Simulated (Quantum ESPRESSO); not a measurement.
**LaGaO3 (Pm-3m): zone-centre phonons**

Aim: the zone-centre modes of LaGaO3 (Pm-3m).

Calculated with Quantum ESPRESSO 7.5; DFT LDA, scalar-relativistic, plane waves, GBRV ultrasoft pseudopotentials.

This is a report of a sequence of runs, with most program output left out.

## (1) The starting structure

The structure is cubic, space group Pm-3m (No. 221). Conventional cell: a = 3.913 Å, b = 3.913 Å, c = 3.913 Å, α = 90.00°, β = 90.00°, γ = 90.00°. Nearest to La lie 12 O at 2.77 Å. Nearest to Ga lie 6 O at 1.96 Å. Nearest to O lie 2 Ga at 1.96 Å and 4 La at 2.77 Å. Farther neighbours and most contacts between anions are not listed.

As a file:

```
La Ga O
1.0
     3.91346    0.00000    0.00000
     0.00000    3.91346    0.00000
     0.00000    0.00000    3.91346
La Ga O
1 1 3
Direct
  0.50000 0.50000 0.50000
  0.00000 0.00000 0.00000
  0.00000 0.50000 0.00000
  0.00000 0.00000 0.50000
  0.50000 0.00000 0.00000
```

## (2) A probe with smearing

A cheap run with smearing and empty bands tells whether the crystal has a gap, which decides between fixed occupations and smearing later on.

probe.in

```
 &control
    calculation='scf',
    prefix='x',
    outdir='./tmp',
    pseudo_dir='./pseudo',
    tprnfor=.true.,
    tstress=.true.,
    verbosity='high',
 /
 &system
    ibrav=1,
    celldm(1)=7.39536004,
    nat=5,
    ntyp=3,
    ecutwfc=55.0,
    ecutrho=440.0,
    occupations='smearing',
    smearing='gaussian',
    degauss=0.01,
 /
 &electrons
    conv_thr=1.0d-07,
    mixing_beta=0.7,
    electron_maxstep=100,
 /
ATOMIC_SPECIES
 La    138.9055  La.upf
 Ga     69.7230  Ga.upf
 O      15.9990  O.upf
ATOMIC_POSITIONS crystal
 La     0.500000000   0.500000000   0.500000000
 Ga     0.000000000   0.000000000   0.000000000
 O      0.000000000   0.500000000   0.000000000
 O      0.000000000   0.000000000   0.500000000
 O      0.500000000   0.000000000   0.000000000
K_POINTS automatic
 6 6 6 0 0 0
```

The run is started by

```bash
$ OMP_NUM_THREADS=1 mpirun -n 4 pw.x -nk 4 -in probe.in > probe.out
```

Elapsed: 18 s, on 4 MPI ranks of Arm Neoverse V1, shared host; 71 s of CPU time.

Numbers from this step:

```
volume per atom   : 11.99 Å³
pressure          : -11.32 GPa
gap on the k-mesh : 3.277 eV
```

A gap of 3.3 eV opens on this mesh, so the crystal is taken as an insulator; the start stands at -11 GPa.

## (3) Relaxation

The relaxation runs at a cutoff a fifth above that of the response, since stress converges more slowly with the basis than frequencies do. Forces and stress are brought to rest with tight thresholds.

relax.in

```
 &control
    calculation='vc-relax',
    prefix='x',
    outdir='./tmp',
    pseudo_dir='./pseudo',
    tprnfor=.true.,
    tstress=.true.,
    forc_conv_thr=2.0d-05,
    etot_conv_thr=1.0d-07,
    nstep=40,
 /
 &system
    ibrav=1,
    celldm(1)=7.39536004,
    nat=5,
    ntyp=3,
    ecutwfc=66,
    ecutrho=528.0,
    occupations='fixed',
    nbnd=26,
 /
 &electrons
    conv_thr=1.0d-11,
    mixing_beta=0.7,
    electron_maxstep=100,
 /
 &ions
 /
 &cell
    press_conv_thr=0.2,
 /
ATOMIC_SPECIES
 La    138.9055  La.upf
 Ga     69.7230  Ga.upf
 O      15.9990  O.upf
ATOMIC_POSITIONS crystal
 La     0.500000000   0.500000000   0.500000000
 Ga     0.000000000   0.000000000   0.000000000
 O      0.000000000   0.500000000   0.000000000
 O      0.000000000   0.000000000   0.500000000
 O      0.500000000   0.000000000   0.000000000
K_POINTS automatic
 6 6 6 0 0 0
```

The run is started by

```bash
$ OMP_NUM_THREADS=1 mpirun -n 4 pw.x -nk 4 -in relax.in > relax.out
```

It took 1.9 min on 4 MPI ranks; 7.7 min of CPU time.

Relaxation path:

```csv
step,energy less that of the first step (eV),largest force (eV/Å),pressure (GPa),volume (Å³)
1,0.0000,0.0000,-11.31,59.94
2,-0.1326,0.0000,-0.69,56.54
3,-0.1330,0.0000,0.08,56.34
4,-0.1330,0.0000,0.00,56.36
5,-0.1330,0.0000,0.00,56.36
6,-0.1291,0.0000,0.03,56.36
```

```csv
"conventional cell, symmetrised",before,after,change
a (Å),3.913,3.834,-2.0 %
b (Å),3.913,3.834,-2.0 %
c (Å),3.913,3.834,-2.0 %
volume (Å³/atom),11.99,11.27,-6.0 %
```

The relaxed structure:

```
CELL_PARAMETERS angstrom
3.83401 0.00000 0.00000
0.00000 3.83401 0.00000
0.00000 0.00000 3.83401
ATOMIC_POSITIONS crystal
La 0.50000 0.50000 0.50000
Ga 0.00000 0.00000 0.00000
O 0.00000 0.50000 0.00000
O 0.00000 0.00000 0.50000
O 0.50000 0.00000 0.00000
```

The last row of the table of steps is pw.x's closing run on a basis chosen anew for the final cell, so its energy can jump.

Read from the output:

```yaml
volume_per_atom: 11.27 Å³
pressure: 0.02800 GPa
gap_on_the_k_mesh: 3.343 eV
```

The volume changes by -6.0 % from the cell with which this run began.

## (4) Self-consistent run for the response

Perturbation theory inherits every error of the wavefunctions, so the threshold is set near the limit of the arithmetic. With a gap, occupations are fixed, which also allows the response to an electric field.

scf.in

```
 &control
    calculation='scf',
    prefix='x',
    outdir='./tmp',
    pseudo_dir='./pseudo',
    tprnfor=.true.,
    tstress=.true.,
 /
 &system
    ibrav=1,
    celldm(1)=7.24522559,
    nat=5,
    ntyp=3,
    ecutwfc=55.0,
    ecutrho=440.0,
    occupations='fixed',
    nbnd=26,
 /
 &electrons
    conv_thr=1.0d-12,
    mixing_beta=0.7,
    electron_maxstep=100,
 /
ATOMIC_SPECIES
 La    138.9055  La.upf
 Ga     69.7230  Ga.upf
 O      15.9990  O.upf
ATOMIC_POSITIONS crystal
 La     0.500000000   0.500000000   0.500000000
 Ga     0.000000000   0.000000000   0.000000000
 O      0.000000000   0.500000000   0.000000000
 O      0.000000000   0.000000000   0.500000000
 O      0.500000000   0.000000000   0.000000000
K_POINTS automatic
 8 8 8 0 0 0
```

The run is started by

```bash
$ OMP_NUM_THREADS=1 mpirun -n 4 pw.x -nk 4 -in scf.in > scf.out
```

It took 27 s on 4 MPI ranks.

Read from the output:

```yaml
pressure: -0.02300 GPa
```

The cell stands at -0.023 GPa, close enough for phonons.

## (5) Linear response at Γ

At q = 0 one unit cell holds all displacements; symmetry groups them into irreducible representations that are solved one by one. The response to a field gives ε∞ and the Born charges, which polar modes need.

ph.in

```
phonons
 &inputph
    prefix='x',
    outdir='./tmp',
    fildyn='g.dyn',
    tr2_ph=1.0d-18,
    epsil=.true.,
 /
0.000000000000 0.000000000000 0.000000000000
```

The run is started by

```bash
$ OMP_NUM_THREADS=1 mpirun -n 4 ph.x -nk 4 -in ph.in > ph.out
```

Wall time 21 min (4 MPI ranks).

Numbers from this step:

| Quantity | Value |
| --- | --- |
| miss of the charge sum rule | 0.003660 e |
| largest acoustic frequency at the zone centre before the sum rule | -7.9 cm⁻¹ |
| highest optical zone-centre mode (no LO-TO term) | 677.3 cm⁻¹ |
| lowest optical zone-centre mode | 88.12 cm⁻¹ |
| mean high-frequency dielectric constant | 5.155 |
| largest Born charge in size (third of the trace) | 4.452 e |

Born charge (rows field, columns displacement), before the sum rule (e), principal values of the symmetric part by kind of site:

```csv
atom,atoms with these values,low,middle,high,mean
La1,1,4.45,4.45,4.45,4.45
Ga2,1,3.21,3.21,3.21,3.21
O3,3,-2.76,-2.45,-2.45,-2.55
```

In full for Ga2:

```
3.21 0.00 0.00
0.00 3.21 0.00
0.00 0.00 3.21
```

High-frequency dielectric tensor:

```
5.16 0.00 0.00
0.00 5.16 0.00
0.00 0.00 5.16
```

The acoustic modes at Γ come out as far as 7.9 cm⁻¹ from zero, where they should vanish, a small numerical error; the Born charges miss their sum rule by 0.0037 e, which is good.

## (6) Zone-centre analysis

A rigid shift of the crystal must cost nothing, but grids and finite bases break this; the acoustic sum rule is imposed before the matrix is diagonalised again. With Born charges the intensities follow, and the static dielectric tensor.

dynmat.in

```
 &input
    fildyn='g.dyn',
    asr='simple',
    fileig='dynmat.eig',
    lperm=.true.,
 /
```

The run is started by

```bash
$ dynmat.x -in dynmat.in > dynmat.out
```

The job ended after 0.45 s (1 thread).

Numbers from this step:

| Property | Result |
| --- | --- |
| highest optical zone-centre mode (no LO-TO term) | 677.4 cm⁻¹ |
| lowest optical zone-centre mode | 88.6 cm⁻¹ |
| mean static dielectric constant | 85.80 |

Unit eigenvectors of the mass-weighted matrix after the sum rule; no LO-TO term. Modes at Γ, with each element's share of the kinetic energy:

```csv
mode,frequency (cm⁻¹),symmetry,La %,Ga %,O %
1,0.0,acoustic,54,27,19
2,0.0,acoustic,54,27,19
3,0.0,acoustic,54,27,19
4,88.6,T1u,42,14,44
5,88.6,T1u,42,14,44
6,88.6,T1u,42,14,44
7,185.6,T2u,0,0,100
8,185.6,T2u,0,0,100
9,185.6,T2u,0,0,100
10,258.6,T1u,4,52,44
11,258.6,T1u,4,52,44
12,258.6,T1u,4,52,44
13,677.4,T1u,0,7,93
14,677.4,T1u,0,7,93
15,677.4,T1u,0,7,93
```

Displacements in mode 5 (88.6 cm⁻¹), the largest set to 1:
```
La1  0.02  0.09  0.51
Ga2 -0.02 -0.08 -0.42
O3  -0.04 -0.11 -1.00
O4  -0.04 -0.18 -0.61
O5  -0.03 -0.18 -1.00
```

Displacements in mode 15 (677.4 cm⁻¹), the largest set to 1:
```
La1  0.00  0.00  0.00
Ga2  0.00  0.00 -0.13
O3   0.00  0.00 -0.19
O4   0.00  0.00  1.00
O5   0.00  0.00 -0.19
```

Degenerate modes summed, no LO-TO term. Lines of the infrared spectrum (strongest = 100):

```csv
position (cm⁻¹),lines merged,label,"IR intensity, relative"
89,3,T1u,100
186,3,T2u,0.0
259,3,T1u,90
677,3,T1u,43
```

Static dielectric tensor (ions relaxed, fixed cell):

```
85.80  0.00  0.00
 0.00 85.80  0.00
 0.00  0.00 85.80
```

The rule also moves an optical mode by 0.5 cm⁻¹.

## (7) Sum rules set otherwise (asr no)

Without the rule the raw error of the acoustic modes shows.

dynmat.in

```
 &input
    fildyn='g.dyn',
    asr='no',
    fileig='dynmat.eig',
    lperm=.true.,
 /
```

The run is started by

```bash
$ dynmat.x -in dynmat.in > dynmat.out
```

The job ended after 0.45 s (1 thread).

Read from the output:

* highest optical zone-centre mode (no LO-TO term): 677.3 cm⁻¹
* lowest optical zone-centre mode: 88.12 cm⁻¹
* mean static dielectric constant: 86.63

Zone-centre frequencies as printed; negative means imaginary. Modes:

```csv
mode,frequency (cm⁻¹)
1,-7.9
2,-7.9
3,-7.9
4,88.12
5,88.12
6,88.12
7,185.3
8,185.3
9,185.3
10,258.4
11,258.4
12,258.4
13,677.3
14,677.3
15,677.3
```

Against the first rule no mode moves by more than 8.0 cm⁻¹.

## (8) Sum rules set otherwise: a sum rule for molecules or wires on a crystal

This rule also removes rotations, which suits molecules and not a crystal; it is tried to see the harm.

dynmat.in

```
 &input
    fildyn='g.dyn',
    asr='zero-dim',
    fileig='dynmat.eig',
    lperm=.true.,
 /
```

The run is started by

```bash
$ dynmat.x -in dynmat.in > dynmat.out
```

It took 0.45 s on 1 thread.

The run ended normally, but on settings that are not sound.

The fault: a sum rule for molecules or wires on a crystal; 3 optical modes are projected out to zero frequency, as if they were rotations, and the static dielectric tensor is spoilt.

For a crystal the rule has to be 'simple' or 'crystal'.

Zone-centre frequencies as printed; negative means imaginary. Modes:

```csv
mode,frequency (cm⁻¹)
1,0
2,0
3,0
4,0
5,0
6,0
7,88.2
8,136.8
9,136.8
10,252.1
11,252.1
12,258.4
13,638.1
14,638.1
15,677.3
```

## (9) Modes along a direction of q (1 0 0)

A longitudinal polar mode sets up a macroscopic field that stiffens it; the term hangs on the direction from which q goes to zero.

dynmat.in

```
 &input
    fildyn='g.dyn',
    asr='simple',
    fileig='dynmat.eig',
    q(1)=1.0,
    q(2)=0.0,
    q(3)=0.0,
 /
```

The run is started by

```bash
$ dynmat.x -in dynmat.in > dynmat.out
```

Wall time 0.45 s (1 thread).

Read from the output:

```
highest mode moved by the LO-TO term : 735.2 cm⁻¹
```

Zone-centre frequencies as printed; negative means imaginary. Modes:

```csv
mode,frequency (cm⁻¹)
1,0
2,0
3,0
4,88.6
5,88.6
6,185.3
7,185.6
8,185.6
9,185.6
10,258.6
11,258.6
12,464.6
13,677.4
14,677.4
15,735.2
```

The field moves 3 modes; the highest of them now lies at 735 cm⁻¹, where the highest that moved away lay at 677.

## (10) What came out

```json
{
 "space group after relaxation": "Pm-3m",
 "volume per atom": "11.3 Å³",
 "gap on the k-mesh": "3.34 eV",
 "highest optical zone-centre mode (no LO-TO term)": "677.4 cm⁻¹",
 "lowest optical zone-centre mode": "88.6 cm⁻¹",
 "highest mode moved by the LO-TO term": "735.2 cm⁻¹",
 "mean high-frequency dielectric constant": "5.16",
 "largest Born charge in size (third of the trace)": "4.45 e",
 "mean static dielectric constant": "85.8",
 "imaginary optical modes at the zone centre (no q mesh in this session)": "none"
}
```

**Reading.** At the LDA level the optical modes of LaGaO3 (Pm-3m) at the zone centre (no LO-TO term) run from 89 to 677 cm⁻¹. Along the directions run, the highest mode that the macroscopic field moves lies at 735 cm⁻¹. Lattice motion raises the mean dielectric constant from 5.155 to 85.80. Of the 12 optical modes, 9 are infrared active alone and 3 are silent. These are harmonic frequencies at zero temperature: anharmonic shifts and linewidths and thermal expansion are left out. Spin-orbit coupling is left out, which can matter for the heavy elements here. The structure comes from a database and need not be the phase that is stable at ambient conditions.

[Host names and launcher messages were left out of these logs when they were recorded.]

[Logs are printed without paths, hosts, clocks, repeated set-up lines and the standing remarks that a program may print on its own settings, such as how far it seeks lower states.]

[Hosts, paths, dates, database ids (printed as entryN), source tags and the programs' standing remarks are cut or masked in the printed files.]
